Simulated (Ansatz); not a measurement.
## How BAs (F-43m) expands on warming

Wanted: α(T), C_P(T) and B(T) of BAs in the quasi-harmonic approximation.

What experiment has found for this phase:
- volume expansion coefficient 11.55 1e-6/K near room temperature (given in “Basic Physical Properties of Cubic Boron Arsenide (three times its linear coefficient)”, 2019, arxiv:1911.11281)
- volume expansion coefficient 10.8 1e-6/K near room temperature (given in “Thermal expansion coefficients of high thermal conducting BAs and BP materials (three times its linear coefficient)”, 2019, arxiv:1906.04101)

Calculated with Ansatz 0.2.0; DFT LDA, scalar-relativistic, plane waves, PAW, in the first sound run; inputs show where later runs differ.

### 1. The structure

The structure is cubic, space group F-43m (No. 216). Conventional cell: a = 4.777 Å, b = 4.777 Å, c = 4.777 Å, α = 90.00°, β = 90.00°, γ = 90.00°. B has 4 As at 2.07 Å nearest. Nearest to As lie 4 B at 2.07 Å. Farther neighbours, and contacts between anions beyond the nearest, are not listed.

Structure file:

```cif
data_structure
_symmetry_space_group_name_H-M 'F-43m'
_symmetry_Int_Tables_number 216
_cell_length_a 4.7770
_cell_length_b 4.7770
_cell_length_c 4.7770
_cell_angle_alpha 90.000
_cell_angle_beta 90.000
_cell_angle_gamma 90.000
_cell_volume 109.01
loop_
_atom_site_label
_atom_site_type_symbol
_atom_site_symmetry_multiplicity
_atom_site_Wyckoff_symbol
_atom_site_fract_x
_atom_site_fract_y
_atom_site_fract_z
_atom_site_occupancy
B1 B 4 a 0.00000 0.00000 0.00000 1
As1 As 4 d 0.25000 0.25000 0.75000 1
```

### 2. Probe on a coarse mesh

A cheap single point shows whether the cell is a metal or an insulator and how far it is from rest; that sets the k-mesh and the occupations of what follows.

input.yaml

```yaml
crystal:
  lattice:
    - [0.0, 2.3885, 2.3885]
    - [2.3885, 0.0, 2.3885]
    - [2.3885, 2.3885, 0.0]
  atoms:
    - { symbol: B, position: [0.0, 0.0, 0.0] }
    - { symbol: As, position: [0.25, 0.25, 0.25] }
kpoints:
  mp_grid: { grid: [6, 6, 6] }
hamiltonian:
  xc: lda
scf:
  occupations: { method: gaussian, width: 0.1 }
output:
  forces: true
  stress: true
  eigenvalues: true
```

Command:

```bash
ansatz run input.yaml --threads 4 --pin off --max-ram 16384MiB --backend cpu --events-out ev --progress --plain --runs-dir out
```

The program printed:

```text
Engine: ansatz 0.2.0, aarch64-unknown-linux-gnu
Pseudopotentials: kind: paw
Pseudopotential: B, paw, valence charge 3, recommended cutoff 420 eV (normal), B.paw.azcp
Pseudopotential: As, paw, valence charge 15, recommended cutoff 420 eV (normal), As.paw.azcp
Functional definition: SPW92
  exchange = slater_x
  correlation = pw_c
Crystal: 2 atoms, lattice volume = 27.252 Å³
Basis set: ecut = 420 eV, 531 PW (Γ)
Bands: 13, of which v1, the nominal top of the filled ones, is band 9 counted from 1 (8 counted from 0)
Symmetry: 24 space group operations
Space group: F-43m (ITA 216), of the structure as read, at distance tolerance 3.0e-5 Å
k-points: 16 of 216 (time reversal used)
Non-local potential: B, projectors of the file, l = 0: 2, l = 1: 2, l = 2: 1
Non-local potential: As, projectors of the file, l = 0: 2, l = 1: 2, l = 2: 3, l = 3: 1
PAW form: soft (Blöchl's): semilocal exchange-correlation on the pseudo side does not see the compensation charge
PAW frozen core: B, regenerated for the run's functional, and the local potential with it (the file was generated under x = pbe(κ = 0.804, μ = 0.219515), c = pbe(β = 0.066725))
PAW frozen core: As, regenerated for the run's functional, and the local potential with it (the file was generated under x = pbe(κ = 0.804, μ = 0.219515), c = pbe(β = 0.066725))
PAW one-centre angular grid: B, 110 points (default); XC on 64 Gauss nodes
PAW one-centre angular grid: As, 590 points (default); XC on 64 Gauss nodes
Initial density: superposition of atomic densities (neutral atoms: chi_scale 0, normalization atom), corrected by the library's trained network
Initial wavefunctions: pseudopotential atomic-orbital guess
Functional: x = slater, c = lda
SCF iter   1: F=—  HF=-4923.505033 eV  |F-HF|=—  |Δ(HF+E_count)|=         —  Δρ=7.05e-3  dr2=1.36e-2  ethr=1.77e-3  ⟨swp⟩=5.1  Hψ=1165  notcnv=0
preconditioner: auto → none  [insulator: Δε(μ)=1.226 eV  Ē_g=12.353 eV  σ=0.100 eV  W_gap=1.00  n_scr=8 (ndim 8)  ℏωp=20.1 eV  f_vac=0.001  D(μ)=0.00/eV (n_scr^D=0)  ε∞_Penn≈3.7]
SCF iter   2: F=—  HF=-4923.500694 eV  |F-HF|=—  |Δ(HF+E_count)|=   4.34e-3  Δρ=2.14e-3  dr2=7.56e-4  ethr=7.58e-5  ⟨swp⟩=1.7  Hψ=353  notcnv=0
SCF iter   3: F=—  HF=-4923.500347 eV  |F-HF|=—  |Δ(HF+E_count)|=   3.47e-4  Δρ=1.03e-3  dr2=1.24e-4  ethr=4.20e-6  ⟨swp⟩=2.0  Hψ=350  notcnv=0
SCF iter   4: F=—  HF=-4923.500321 eV  |F-HF|=—  |Δ(HF+E_count)|=   2.65e-5  Δρ=3.61e-4  dr2=1.38e-5  ethr=6.88e-7  ⟨swp⟩=1.0  Hψ=208  notcnv=0
SCF iter   5: F=—  HF=-4923.500317 eV  |F-HF|=—  |Δ(HF+E_count)|=   3.78e-6  Δρ=5.95e-5  dr2=3.95e-7  ethr=7.65e-8  ⟨swp⟩=2.0  Hψ=342  notcnv=0
SCF iter   6: F=-4923.500317 eV  HF=-4923.500317 eV  |F-HF|=3.44e-10  |Δ(HF+E_count)|=   1.14e-8  Δρ=5.00e-6  dr2=2.33e-9  ethr=5.56e-10  ⟨swp⟩=4.8  Hψ=818  notcnv=0
SCF 1 converged in 6 iterations: F = -4923.500317 eV  dr2 = 2.33e-9
  greatest PAW one-centre occupation: 0.999 electrons in one spin orbital (limit 2), on the As atom at site 1 (counted from 0), in its partial waves of l = 2
SCF converged after 6 iterations
Free energy (F): -4923.500317 eV
Harris-Foulkes:  -4923.500317 eV  (|F-HF|=3.44e-10)
Internal energy: -4923.500317 eV  (E = F + TS)
E sigma→0 (E₀):  -4923.500317 eV
Fermi energy:    11.457807 eV
--- Per-component energies (eV) ---
  E_band       = -216.122049
  E_kinetic    = 152.713922
  E_local      = -1703.193200  (includes V_loc(G=0)·N_el)
  E_nonlocal   = -652.022227
  E_hartree    = 941.560423
  E_xc         = -111.066757
  E_vxc        = -117.903470  (∫ρ·V_xc dr)
  E_paw        = -1827.838554  (= ΣΔE_a)
  E_vpaw       = 221.161843  (= ΣTr[D̂ρ^β])
  E_aug_tail   = 0.000008  (compensation charges beyond the density's cutoff)
  E_ewald      = -1725.774997
  E_core_change = 2.121064  (= ΣΔE_core)
  E_smearing   = -0.000000  (= −TS)
  E_closure    = -0.000000  (closes the sum)
  Σ components = -4923.500317   (vs F -4923.500317, Δ=0.00e0)
--- Forces (eV/Å), atoms counted from 1 ---
  atom   1  B      0.00000000    -0.00000000     0.00000000
  atom   2  As     0.00000000    -0.00000000     0.00000000
  max |Σ_I F_I| component: 5.20e-16 eV/Å
--- Stress (GPa, compression-positive) ---
       -3.895576      -0.000000      -0.000000
       -0.000000      -3.895576       0.000000
       -0.000000       0.000000      -3.895576
  P = ⅓ Tr σ = -3.8956 GPa (-38.956 kbar)
--- Band table (eV; the first three rows and the last of 16) ---
  k-point 0: bands = [... 5 lower, -4.5470, 10.8467, 10.8467, 10.8467, 14.0971, 14.0971, 14.0971, 15.4934]
  k-point 1: bands = [... 5 lower, -4.0959, 7.8988, 10.1668, 10.1668, 14.1066, 14.9811, 14.9811, 17.4417]
  k-point 2: bands = [... 5 lower, -2.8369, 4.1309, 9.3357, 9.3357, 13.6827, 15.6504, 15.6504, 19.4008]
  k-point 15: bands = [... 5 lower, -0.3135, 2.7696, 5.6916, 5.8847, 14.6011, 14.7455, 19.4649, 19.6312]
```

Elapsed: 0.3 s, on 4 threads of Arm Neoverse V2, shared host; peak memory 0.26 GiB; 0.7 s of CPU time.

A gap read on the k-mesh alone can miss the band edges.

Read from the output:

| Item | Value |
| --- | --- |
| pressure | -3.896 GPa |
| gap on the k-mesh | 1.228 eV |
| volume per atom | 13.63 Å³ |

The start is under -3.9 GPa at this level and looks like an insulator or semiconductor on this mesh.

### 3. Finding the static equilibrium

Phonons are second derivatives about a minimum, so cell and atoms are relaxed first, inside the symmetry of the start.

input.yaml, the sections that differ from step 2:

```yaml
kpoints:
  mp_grid: { grid: [10, 10, 10] }
scf:
  occupations: { method: gaussian, width: 0.02 }
relax:
  adjacent_minimum: "off"
  f_tol: 0.005
  max_steps: 80
  cell: { stress_tol: 0.05 }
# crystal, hamiltonian, output: as in step 2
```

The program printed:

```text
[...]
Crystal: 2 atoms, lattice volume = 27.252 Å³
Basis set: ecut = 420 eV, 531 PW (Γ)
Bands: 13, of which v1, the nominal top of the filled ones, is band 9 counted from 1 (8 counted from 0)
Symmetry: 24 space group operations
[...]
k-points: 47 of 1000 (time reversal used)
[...]
SCF iter   1: F=—  HF=-4923.523861 eV  |F-HF|=—  |Δ(HF+E_count)|=         —  Δρ=7.15e-3  dr2=1.40e-2  ethr=1.77e-3  ⟨swp⟩=6.0  Hψ=3359  notcnv=0
[...]
SCF iter   6: F=-4923.519197 eV  HF=-4923.519197 eV  |F-HF|=8.55e-11  |Δ(HF+E_count)|=   1.44e-8  Δρ=4.74e-6  dr2=2.15e-9  ethr=5.56e-10  ⟨swp⟩=4.1  Hψ=1931  notcnv=0
SCF 1 converged in 6 iterations: F = -4923.519197 eV  dr2 = 2.15e-9
[...]
relax step   1: F+E_penalty+E_count = -4923.51919678 eV  Δ(F+E_penalty+E_count) = +0.000e0 eV  max|allowed force component| = 3.146e-16 eV/Å  Δτ_max = 0.0000 Å  P = -3.928 GPa  Ω = 27.252 Å³  (6 SCF iters, dr2 threshold 1.00e-7 eV, accepted)
Crystal: 2 atoms, lattice volume = 26.695 Å³
[...]
iter 1 solved again at ethr=2.29e-5 eV; its pass at ethr=3.10e-3 eV (dr2=4.11e-3 eV) is discarded
[...]
SCF iter   5: F=-4923.528406 eV  HF=-4923.528406 eV  |F-HF|=4.90e-9  |Δ(HF+E_count)|=   7.72e-7  Δρ=2.19e-5  dr2=1.01e-7  ethr=1.11e-9  ⟨swp⟩=2.6  Hψ=2309  notcnv=0
SCF 2 converged in 5 iterations: F = -4923.528406 eV  dr2 = 1.01e-7
relax step   2: F+E_penalty+E_count = -4923.52840562 eV  Δ(F+E_penalty+E_count) = -9.209e-3 eV  max|allowed force component| = 7.018e-17 eV/Å  Δτ_max = 0.0000 Å  P = -1.089 GPa  Ω = 26.695 Å³  energy of the carried Pulay correction = +3.951e-4 eV  (5 SCF iters, dr2 threshold 2.00e-7 eV, accepted)
Crystal: 2 atoms, lattice volume = 26.487 Å³
[...]
SCF iter   5: F=-4923.529234 eV  HF=-4923.529234 eV  |F-HF|=2.64e-9  |Δ(HF+E_count)|=   1.42e-7  Δρ=9.74e-6  dr2=2.15e-8  ethr=1.11e-9  ⟨swp⟩=4.0  Hψ=1892  notcnv=0
SCF 3 converged in 5 iterations: F = -4923.529234 eV  dr2 = 2.15e-8
relax step   3: F+E_penalty+E_count = -4923.52923357 eV  Δ(F+E_penalty+E_count) = -8.280e-4 eV  max|allowed force component| = 7.922e-17 eV/Å  Δτ_max = 0.0000 Å  P = +0.049 GPa  Ω = 26.487 Å³  energy of the carried Pulay correction = +5.446e-4 eV  (5 SCF iters, dr2 threshold 2.00e-7 eV, accepted)
[...]
SCF iter   5: F=-4923.528728 eV  HF=-4923.528728 eV  |F-HF|=1.82e-12  |Δ(HF+E_count)|=  8.00e-11  Δρ=2.53e-7  dr2=4.18e-12  ethr=1.00e-12  ⟨swp⟩=4.0  Hψ=2509  notcnv=0
SCF 4 converged in 5 iterations: F = -4923.528728 eV  dr2 = 4.18e-12
relax step   4: F+E_penalty+E_count = -4923.52872816 eV  Δ(F+E_penalty+E_count) = +5.054e-4 eV  max|allowed force component| = 5.117e-17 eV/Å  Δτ_max = 0.0000 Å  P = +0.030 GPa  Ω = 26.487 Å³  stress off target by 2.97e-2 GPa  SCF on the basis re-selected at this cell (its energy is not comparable with the rows above)  (5 SCF iters)
basis re-selected at this cell: Δ(F+E_penalty+E_count) = +5.054e-4 eV, ΔP = -0.020 GPa vs the last step (what re-selecting the basis moved, of the pressure what is left beyond the Pulay correction that the steps carried, after the strain that the cell walked since its last selection, with what the two solves' SCF thresholds leave and, on support functions, any second-order correction that the steps lacked; it is no m [...]
SCF converged after 5 iterations
Free energy (F): -4923.528728 eV
[...]
Internal energy: -4923.528728 eV  (E = F + TS)
E sigma→0 (E₀):  -4923.528728 eV
Fermi energy:    11.851181 eV
[...]
--- Stress (GPa, compression-positive) ---
        0.029665      -0.000000       0.000000
       -0.000000       0.029665       0.000000
        0.000000       0.000000       0.029665
  P = ⅓ Tr σ = 0.0297 GPa (0.297 kbar)
--- Band table (eV; the first three rows and the last of 47) ---
  k-point 0: bands = [... 5 lower, -4.3532, 11.2991, 11.2991, 11.2991, 14.5892, 14.5892, 14.5892, 16.3118]
  k-point 1: bands = [... 5 lower, -4.1853, 9.8920, 10.9883, 10.9883, 14.7773, 14.9973, 14.9973, 17.1273]
  k-point 2: bands = [... 5 lower, -3.6897, 7.4886, 10.3994, 10.3994, 14.6122, 15.7279, 15.7279, 18.6500]
  k-point 46: bands = [... 5 lower, 0.0664, 3.1796, 5.7673, 6.0248, 15.8131, 16.1591, 19.2774, 19.2799]
--- Relaxed structure (3 steps of the walk, 3 accepted, 1 SCFs on fresh bases) ---
  F+E_penalty+E_count = -4923.52872816 eV   max|allowed force component| = 5.117e-17 eV/Å   (the final SCF, on the basis selected at the relaxed cell)
  cell:  # Å, volume = 26.4871 Å³
    - [0, 2.365927, 2.365927]
    - [2.365927, 0, 2.365927]
    - [2.365927, 2.365927, 0]
  atoms:
    - { symbol: B, position: [0, 0, 0] }
    - { symbol: As, position: [0.25, 0.25, 0.25] }
```

Wall time 1.8 s (4 threads); peak memory 0.31 GiB; 6 s of CPU time.

The steps of the relaxation:

```csv
step,energy less that of the first step (eV),largest force component (eV/Å),pressure (GPa),volume (Å³)
1,0.0000,0.0000,-3.93,27.25
2,-0.0092,0.0000,-1.09,26.69
3,-0.0100,0.0000,0.05,26.49
4*,-0.0095,0.0000,0.03,26.49
```

Relaxation steps marked * repeat the geometry before them on a plane-wave basis chosen anew for their cell, so energy and pressure can jump there.

The run keeps the 24 symmetry operations that the program found, so distortions that break them were not tested.

```csv
"conventional cell, symmetrised",before,after,change
a (Å),4.777,4.732,-0.9 %
b (Å),4.777,4.732,-0.9 %
c (Å),4.777,4.732,-0.9 %
volume (Å³/atom),13.63,13.24,-2.8 %
```

The relaxed structure:

```xyz
2
Lattice="0.0000 2.3659 2.3659 2.3659 0.0000 2.3659 2.3659 2.3659 0.0000" Properties=species:S:1:pos:R:3 pbc="T T T"
B     0.0000    0.0000    0.0000
As    1.1830    1.1830    1.1830
```

Numbers from this step:

- pressure: 0.02967 GPa
- gap on the k-mesh: 1.104 eV
- volume per atom: 13.24 Å³

The relaxation ends with a pressure of 0.03 GPa.

### 4. Tight relaxation

The thresholds are tightened for a last relaxation ahead of the phonons.

input.yaml

```yaml
crystal:
  lattice:
    - [0.0, 2.3659270555, 2.3659270555]
    - [2.3659270555, 0.0, 2.3659270555]
    - [2.3659270555, 2.3659270555, 0.0]
  atoms:
    - { symbol: B, position: [0.0, 0.0, 0.0] }
    - { symbol: As, position: [0.25, 0.25, 0.25] }
kpoints:
  mp_grid: { grid: [12, 12, 12] }
hamiltonian:
  xc: lda
scf:
  occupations: { method: fixed }
output:
  forces: true
  stress: true
  eigenvalues: true
relax:
  adjacent_minimum: "off"
  f_tol: 0.001
  max_steps: 60
  cell: { stress_tol: 0.01 }
```

The program printed:

```text
[...]
Crystal: 2 atoms, lattice volume = 26.487 Å³
Basis set: ecut = 420 eV, 531 PW (Γ)
Bands: 13, of which v1, the nominal top of the filled ones, is band 9 counted from 1 (8 counted from 0)
Symmetry: 24 space group operations
[...]
k-points: 72 of 1728 (time reversal used)
[...]
k-point 71: bands = [... 5 lower, 0.0820, 3.2444, 5.6263, 5.9298, 16.5058, 17.3090, 18.0691, 18.5256]
--- Relaxed structure (2 steps of the walk, 2 accepted, 1 SCFs on fresh bases) ---
[...]
cell:  # Å, volume = 26.4909 Å³
    - [0, 2.366042, 2.366042]
    - [2.366042, 0, 2.366042]
    - [2.366042, 2.366042, 0]
  atoms:
    - { symbol: B, position: [0, 0, 0] }
    - { symbol: As, position: [0.25, 0.25, 0.25] }
[key lines of the parts left out:]
SCF converged after 5 iterations
Free energy (F): -4923.529046 eV
Fermi energy:    11.296519 eV
P = ⅓ Tr σ = 0.0088 GPa (0.088 kbar)
```

Run time: 1.8 s. Hardware: 4 threads; peak memory 0.32 GiB.

Little changed from the start: no atom moved by 0.005 Å and no cell edge by 0.1 %.

This step gave:

* pressure: 0.008838 GPa
* gap on the k-mesh: 1.110 eV
* volume per atom: 13.25 Å³

The residual pressure is 0.0088 GPa, small enough for phonons.

[end of part 1 of 3]

[Long decimals in the printed logs are rounded to 6 places.]

[Logs are printed without paths, hosts, clocks, repeated set-up lines and the standing remarks that a program may print on its own settings, such as how far it seeks lower states.]

[Hosts, paths, dates, database ids (printed as entryN), source tags and the programs' standing remarks are cut or masked in the printed files.]

[Where the starting crystal was built by hand or by swapping elements, it need not be the compound's stable phase.]

[A step with changed settings may run another functional than the one named; its input shows which.]

[Pressures of single members of a volume series are the stress at the run's cutoff; with an incomplete basis they can lie off −dE/dV of the same runs, and they are not shown converged.]
